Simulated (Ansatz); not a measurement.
# Cl on Mo(100): change of the work function, part 3 of 5

Wanted: Δφ(θ) for Cl/Mo(100), starting from the hollow site.

Ansatz 0.2.0; plane-wave DFT, RPBE, Ansatz PAW (the session's first sound run).

So far, work function, upper face (eV): step 2 (the clean slab) 3.71; step 3 (21 atoms, coverage 0.25 ML, cell 2x2) 4.06.

## (4) The covered slab, k-mesh 5×5×1, coverage 0.5 ML

System of this step: Cl/Mo(100). The cell holds 22 atoms: 20 Mo and 2 Cl. Its edges and angles: a = 6.300 Å, b = 6.300 Å, c = 25.702 Å, α = 90.0°, β = 90.0°, γ = 90.0°. Vacuum lies along c.

Another coverage, to see how the dipoles act on each other as their distance changes.

The input, input.yaml:

```yaml
crystal:
  lattice:
    - [6.3, 0.0, 0.0]
    - [0.0, 6.3, 0.0]
    - [0.0, 0.0, 25.7019186934]
  atoms:
    - { symbol: Mo, position: [0.0, 0.0, 0.3501684099] }
    - { symbol: Mo, position: [0.25, 0.25, 0.4114478816] }
    - { symbol: Mo, position: [0.0, 0.0, 0.4722565799] }
    - { symbol: Mo, position: [0.25, 0.25, 0.536644325] }
    - { symbol: Mo, position: [0.0, 0.0, 0.5912876859] }
    - { symbol: Mo, position: [0.0, 0.5, 0.3501684099] }
    - { symbol: Mo, position: [0.25, 0.75, 0.4114478816] }
    - { symbol: Mo, position: [0.0, 0.5, 0.4722565799] }
    - { symbol: Mo, position: [0.25, 0.75, 0.536644325] }
    - { symbol: Mo, position: [0.0, 0.5, 0.5912876859] }
    - { symbol: Mo, position: [0.5, 0.0, 0.3501684099] }
    - { symbol: Mo, position: [0.75, 0.25, 0.4114478816] }
    - { symbol: Mo, position: [0.5, 0.0, 0.4722565799] }
    - { symbol: Mo, position: [0.75, 0.25, 0.536644325] }
    - { symbol: Mo, position: [0.5, 0.0, 0.5912876859] }
    - { symbol: Mo, position: [0.5, 0.5, 0.3501684099] }
    - { symbol: Mo, position: [0.75, 0.75, 0.4114478816] }
    - { symbol: Mo, position: [0.5, 0.5, 0.4722565799] }
    - { symbol: Mo, position: [0.75, 0.75, 0.536644325] }
    - { symbol: Mo, position: [0.5, 0.5, 0.5912876859] }
    - { symbol: Cl, position: [0.25, 0.25, 0.6498315901] }
    - { symbol: Cl, position: [0.75, 0.75, 0.6498315901] }
kpoints:
  mp_grid: { grid: [5, 5, 1] }
hamiltonian:
  xc: rpbe
scf:
  occupations: { method: fermi_dirac, width: 0.1 }
  convergence: { dr2_threshold: 1.0e-08 }
efield:
  axis: 3
  dipole_correction: true
  ramp_position: 0.97
  ramp_width: 0.06
relax:
  f_tol: 0.02
  max_steps: 60
  constraints: [{ sites: [0, 1, 5, 6, 10, 11, 15, 16] }]
output:
  bader: true
  dos: { projected: true, e_range: [-8, 4] }
  write_potential: true
  write_density: true
  volumetric_format: npy
```

On the command line:

```sh
$ ansatz run input.yaml --threads 4 --pin off --max-ram 12288MiB --backend cpu --events-out ev --progress --plain --runs-dir out
```

Numbers of over 12 decimals in the logs are rounded to 6 here.

Output:

```text
[...]
Crystal: 22 atoms, lattice volume = 1020.109 Å³
Basis set: ecut = 420 eV, 19953 PW (Γ), exchange–correlation on 90×90×360 points (8 copies of the dense FFT grid, shifted against one another)
Bands: 177, of which v1, the nominal top of the filled ones, is band 147 counted from 1 (146 counted from 0)
Symmetry: 16 space group operations
[...]
k-points: 6 of 25
[...]
SCF iter   1: F=—  HF=-101416.550358 eV  |F-HF|=—  |Δ(HF+E_count)|=         —  Δρ=1.03e-2  dr2=6.83e0  ethr=1.77e-3  p=-0.016 e·Å  D=-2.88e-3 V/Å  ΔV_dip=0.07 eV  dr2_dipole=4.06e-1  V_vac-E_F(+/−)=3.93/3.86 eV  ⟨swp⟩=9.3  Hψ=5364  notcnv=0
[...]
SCF iter  11: F=-101416.287553 eV  HF=-101416.287553 eV  |F-HF|=5.82e-11  |Δ(HF+E_count)|=   2.24e-8  Δρ=4.65e-7  dr2=5.88e-9  ethr=3.40e-12  p=-0.051 e·Å  D=-8.98e-3 V/Å  ΔV_dip=0.23 eV  dr2_dipole=5.72e-12  V_vac-E_F(+/−)=4.06/3.83 eV  ⟨swp⟩=11.2  Hψ=7564  notcnv=0
SCF 1 converged in 11 iterations: F = -101416.287553 eV  dr2 = 5.88e-9
[...]
relax step   1: F+E_penalty+E_count = -101416.28755288 eV  Δ(F+E_penalty+E_count) = +0.000e0 eV  max|allowed force component| = 1.420e0 eV/Å  Δτ_max = 0.0000 Å  (11 SCF iters, accepted)
[...]
SCF iter  10: F=-101416.793351 eV  HF=-101416.793351 eV  |F-HF|=3.22e-9  |Δ(HF+E_count)|=   3.85e-8  Δρ=4.58e-7  dr2=6.32e-9  ethr=3.40e-12  p=-0.135 e·Å  D=-2.39e-2 V/Å  ΔV_dip=0.61 eV  dr2_dipole=1.85e-9  V_vac-E_F(+/−)=4.45/3.83 eV  ⟨swp⟩=11.3  Hψ=7643  notcnv=0
SCF 2 converged in 10 iterations: F = -101416.793351 eV  dr2 = 6.32e-9
relax step   2: F+E_penalty+E_count = -101416.79335122 eV  Δ(F+E_penalty+E_count) = -5.058e-1 eV  max|allowed force component| = 3.737e-1 eV/Å  Δτ_max = 0.1949 Å  (10 SCF iters, accepted)
[...]
SCF iter  10: F=-101416.848266 eV  HF=-101416.848266 eV  |F-HF|=1.06e-8  |Δ(HF+E_count)|=   3.88e-8  Δρ=4.44e-7  dr2=4.31e-9  ethr=3.40e-12  p=-0.176 e·Å  D=-3.13e-2 V/Å  ΔV_dip=0.80 eV  dr2_dipole=4.84e-11  V_vac-E_F(+/−)=4.62/3.82 eV  ⟨swp⟩=12.5  Hψ=7679  notcnv=0
SCF 3 converged in 10 iterations: F = -101416.848266 eV  dr2 = 4.31e-9
[...]
relax step   3: F+E_penalty+E_count = -101416.84826648 eV  Δ(F+E_penalty+E_count) = -5.492e-2 eV  max|allowed force component| = 1.988e-1 eV/Å  Δτ_max = 0.1948 Å  (10 SCF iters, accepted)
[...]
relax step   4: F+E_penalty+E_count = -101416.86864978 eV  Δ(F+E_penalty+E_count) = -2.038e-2 eV  max|allowed force component| = 8.124e-2 eV/Å  Δτ_max = 0.0507 Å  (9 SCF iters, accepted)
SCF iter   1: F=—  HF=-101416.870088 eV  |F-HF|=—  |Δ(HF+E_count)|=         —  Δρ=3.03e-4  dr2=5.58e-3  ethr=1.19e-5  p=-0.178 e·Å  D=-3.15e-2 V/Å  ΔV_dip=0.81 eV  dr2_dipole=2.24e-3  V_vac-E_F(+/−)=4.63/3.82 eV  ⟨swp⟩=2.0  Hψ=1531  notcnv=0
[...]
SCF iter   7: F=-101416.869496 eV  HF=-101416.869496 eV  |F-HF|=3.19e-9  |Δ(HF+E_count)|=   3.85e-8  Δρ=4.55e-7  dr2=4.30e-9  ethr=3.40e-12  p=-0.174 e·Å  D=-3.09e-2 V/Å  ΔV_dip=0.79 eV  dr2_dipole=4.48e-10  V_vac-E_F(+/−)=4.62/3.82 eV  ⟨swp⟩=7.7  Hψ=7019  notcnv=0
SCF 5 converged in 7 iterations: F = -101416.869496 eV  dr2 = 4.30e-9
relax step   5: F+E_penalty+E_count = -101416.86949637 eV  Δ(F+E_penalty+E_count) = -8.466e-4 eV  max|allowed force component| = 1.050e-2 eV/Å  Δτ_max = 0.0058 Å  (7 SCF iters, accepted)
[...]
SCF converged after 7 iterations
Free energy (F): -101416.869496 eV
[...]
Internal energy: -101416.042380 eV  (E = F + TS)
E sigma→0 (E₀):  -101416.455938 eV
Entropy (-TS):   -0.827116 eV (-37.596 meV/atom)
Fermi energy:    4.051863 eV
Dipole field:    D = -0.030866 V/Å  (p = -0.174006 e·Å, saw-weighted, corrected)
Work function:   Φ+ = 4.6156 eV   Φ− = 3.8223 eV
[...]
--- Forces (eV/Å), atoms counted from 1 ---
  atom   1  Mo     0.00000000     0.00000000     1.00322561
  atom   2  Mo     0.00000000     0.00000000    -1.01278051
  atom   3  Mo     0.00000000    -0.00000000     0.00057402
  atom   4  Mo     0.00000000     0.00000000    -0.01049823
  atom   5  Mo    -0.00000000     0.00000000    -0.00136543
  atom   6  Mo     0.00000000    -0.00000000     1.00322561
  atom   7  Mo     0.00000000     0.00000000    -0.99064675
  atom   8  Mo     0.00000000     0.00000000     0.00057402
  atom   9  Mo     0.00000000     0.00000000     0.00655001
  atom  10  Mo    -0.00000000    -0.00000000    -0.00136543
  atom  11  Mo     0.00000000    -0.00000000     1.00322561
  atom  12  Mo     0.00000000     0.00000000    -0.99064675
  atom  13  Mo     0.00000000     0.00000000     0.00057402
  atom  14  Mo    -0.00000000     0.00000000     0.00655001
  atom  15  Mo     0.00000000    -0.00000000    -0.00136543
  atom  16  Mo     0.00000000     0.00000000     1.00322561
  atom  17  Mo     0.00000000    -0.00000000    -1.01278051
  atom  18  Mo     0.00000000    -0.00000000     0.00057402
  atom  19  Mo     0.00000000    -0.00000000    -0.01049823
  atom  20  Mo     0.00000000     0.00000000    -0.00136543
  atom  21  Cl     0.00000000     0.00000000     0.00249200
  atom  22  Cl     0.00000000     0.00000000     0.00249200
  max |Σ_I F_I| component: 3.01e-5 eV/Å
--- Band table (eV; the first three rows and the last of 6) ---
  k-point 0: bands = [... 143 lower, 3.8899, 3.9408, 4.0049, 4.0049, 4.0080, 4.0284, 4.2345, 4.6579, ... 26 higher]
  k-point 1: bands = [... 143 lower, 3.8911, 4.0133, 4.0141, 4.0777, 4.0976, 4.1388, 4.4552, 4.5085, ... 26 higher]
  k-point 2: bands = [... 143 lower, 3.6782, 3.8462, 3.9872, 4.0278, 4.2487, 4.3129, 4.4199, 4.4606, ... 26 higher]
  k-point 5: bands = [... 143 lower, 3.6687, 3.7022, 3.8885, 3.9588, 3.9856, 4.0055, 4.0606, 4.1201, ... 26 higher]
--- Relaxed structure (5 steps of the walk, 5 accepted, 0 SCFs on fresh bases) ---
  F+E_penalty+E_count = -101416.86949637 eV   max|allowed force component| = 1.050e-2 eV/Å
  atoms:
    - { symbol: Mo, position: [0.0, 0.0, 0.350168] }
    - { symbol: Mo, position: [0.250000, 0.250000, 0.411448] }
    - { symbol: Mo, position: [0, 0, 0.472568] }
    - { symbol: Mo, position: [0.250000, 0.250000, 0.533978] }
    - { symbol: Mo, position: [0, 0, 0.593603] }
    - { symbol: Mo, position: [0.0, 0.500000, 0.350168] }
    - { symbol: Mo, position: [0.250000, 0.750000, 0.411448] }
    - { symbol: Mo, position: [0, 0.500000, 0.472568] }
    - { symbol: Mo, position: [0.250000, 0.750000, 0.536550] }
    - { symbol: Mo, position: [0, 0.500000, 0.593603] }
    - { symbol: Mo, position: [0.500000, 0.0, 0.350168] }
    - { symbol: Mo, position: [0.750000, 0.250000, 0.411448] }
    - { symbol: Mo, position: [0.500000, 0, 0.472568] }
    - { symbol: Mo, position: [0.750000, 0.250000, 0.536550] }
    - { symbol: Mo, position: [0.500000, 0, 0.593603] }
    - { symbol: Mo, position: [0.500000, 0.500000, 0.350168] }
    - { symbol: Mo, position: [0.750000, 0.750000, 0.411448] }
    - { symbol: Mo, position: [0.500000, 0.500000, 0.472568] }
    - { symbol: Mo, position: [0.750000, 0.750000, 0.533978] }
    - { symbol: Mo, position: [0.500000, 0.500000, 0.593603] }
    - { symbol: Cl, position: [0.250000, 0.250000, 0.662877] }
    - { symbol: Cl, position: [0.750000, 0.750000, 0.662877] }
--- Bader charges: 22 sites ---
  site symbol  charge [e]  shift [e]
     0     Mo     -0.0761     0.0000
     1     Mo      0.0497     0.0000
     2     Mo      0.0676     0.0000
     3     Mo      0.0491     0.0000
     4     Mo      0.2328     0.0000
     5     Mo     -0.0761     0.0000
     6     Mo      0.0362     0.0000
     7     Mo      0.0677     0.0000
     8     Mo      0.0793     0.0001
     9     Mo      0.2328     0.0000
    10     Mo     -0.0761     0.0000
    11     Mo      0.0362     0.0000
    12     Mo      0.0676     0.0000
    13     Mo      0.0793     0.0001
    14     Mo      0.2328     0.0000
    15     Mo     -0.0761     0.0000
    16     Mo      0.0497     0.0000
    17     Mo      0.0677     0.0000
    18     Mo      0.0491     0.0000
    19     Mo      0.2328     0.0000
    20     Cl     -0.6630     0.0000
    21     Cl     -0.6630     0.0000
  estimated error of the sums over rays = 9.9e-4 e
```

It took 4.2 min on 4 threads of Arm Neoverse V1, shared host; peak memory 3.9 GiB; 17 min of CPU time.

This run has no spin polarisation, although Mo can carry a moment.

Relaxation path:

```
step  energy less that of the first step (eV)  largest force component (eV/Å)
   1                                   0.0000                          1.4199
   2                                  -0.5058                          0.3737
   3                                  -0.5607                          0.1988
   4                                  -0.5811                          0.0812
   5                                  -0.5819                          0.0105
```

The run keeps the 16 symmetry operations that it works with, so distortions that break them were not tested.

The atoms that moved most (Å):

```
atom     dx     dy      dz  length
Cl21  0.000  0.000   0.335   0.335
Cl22  0.000  0.000   0.335   0.335
 Mo4  0.000  0.000  -0.069   0.069
Mo19  0.000  0.000  -0.069   0.069
Mo20  0.000  0.000   0.060   0.060
 Mo5  0.000  0.000   0.060   0.060
Mo15  0.000  0.000   0.060   0.060
Mo10  0.000  0.000   0.060   0.060
```

The relaxed structure:

```xyz
22
Lattice="6.3000 0.0000 0.0000 0.0000 6.3000 0.0000 0.0000 0.0000 25.7019" Properties=species:S:1:pos:R:3
Mo    0.0000    0.0000    9.0000
Mo    1.5750    1.5750   10.5750
Mo    0.0000    0.0000   12.1459
Mo    1.5750    1.5750   13.7243
Mo    0.0000    0.0000   15.2567
Mo    0.0000    3.1500    9.0000
Mo    1.5750    4.7250   10.5750
Mo    0.0000    3.1500   12.1459
Mo    1.5750    4.7250   13.7904
Mo    0.0000    3.1500   15.2567
Mo    3.1500    0.0000    9.0000
Mo    4.7250    1.5750   10.5750
Mo    3.1500    0.0000   12.1459
Mo    4.7250    1.5750   13.7904
Mo    3.1500    0.0000   15.2567
Mo    3.1500    3.1500    9.0000
Mo    4.7250    4.7250   10.5750
Mo    3.1500    3.1500   12.1459
Mo    4.7250    4.7250   13.7243
Mo    3.1500    3.1500   15.2567
Cl    1.5750    1.5750   17.0372
Cl    4.7250    4.7250   17.0372
```

Numbers from this step:

```
energy at zero smearing        : -101416.4559 eV
work function, upper face      : 4.616 eV
work function, lower face      : 3.822 eV
dipole along the normal        : -0.1740 e·Å
step between the vacuum levels : 0.7933 eV
```

The density of states has structure finer than the step of the table below, so its rows give means over 0.25 eV, whole bins alone (the curve runs from -8 to 1.74 eV). Peaks (eV: height): -3.430: 52.8, -2.710: 89.7, -2.350: 52.4, -0.690: 101, 0.900: 57.1, 1.350: 58.6, 1.560: 54.2.

Table of density of states by energy, zero at the Fermi level; means over each step:

```
energy (eV)  density of states (states/eV a cell)
      -6.75                                     0
      -6.50                                 0.485
      -6.25                                  1.51
      -6.00                                  1.62
      -5.75                                  2.79
      -5.50                                  5.34
      -5.25                                  16.6
      -5.00                                  20.6
      -4.75                                  20.6
      -4.50                                  23.1
      -4.25                                  19.5
      -4.00                                  21.2
      -3.75                                  15.6
      -3.50                                  24.0
      -3.25                                  29.5
      -3.00                                  25.3
      -2.75                                  46.7
      -2.50                                  20.4
      -2.25                                  29.1
      -2.00                                  28.9
      -1.75                                  24.9
      -1.50                                  23.2
      -1.25                                  21.9
      -1.00                                  15.1
      -0.75                                  35.5
      -0.50                                  23.0
      -0.25                                  12.7
       0.00                                  28.0
       0.25                                  19.1
       0.50                                  18.9
       0.75                                  17.7
       1.00                                  31.0
       1.25                                  32.2
       1.50                                  35.6
```

Projected DOS per atom over height of the atomic layer and energy from the Fermi level. Layers: Mo4 Mo4 Mo4 Mo4 Mo4 Cl2 from below.

Ten even steps from '0' (0.00 states/eV) to '9' (5.59 states/eV), each cell a mean:
```
332330
322220
212010
301020
300020
411130
211120
212120
222220
121210
232320
233210
011100
023200
012105
000019
000001
000000
000000
000000
000000
000000
```
Columns: height of the atomic layer (Å) from 9 to 17.0 (not evenly spaced); rows upwards: energy from the Fermi level (eV) from -7.96 to 1.75.

The relaxation took 5 steps and lowered the energy by 0.58 eV; the largest force on the free atoms ends at 0.010 eV/Å.

The covered face has 4.62 eV, +0.90 eV against the clean one; the bare back face has moved by +0.01 eV, a measure of how thin the slab is.

[end of part 3 of 5]

[Logs are printed without paths, hosts, clocks, repeated set-up lines and the standing remarks that a program may print on its own settings, such as how far it seeks lower states.]

[Hosts, paths, dates, database ids (printed as entryN), source tags and the programs' standing remarks are cut or masked in the printed files.]

[Maps of the electrostatic potential energy from Ansatz leave out the sawtooth potential of an applied field or a dipole correction, so their vacuum need not be flat; planar profiles and work functions include it.]

[The density of states shown here was stored with 400 of the rows of the run's finer table, so its peaks can read low, often by over a quarter, or be missed, and its means over a window can be off by a tenth or more.]
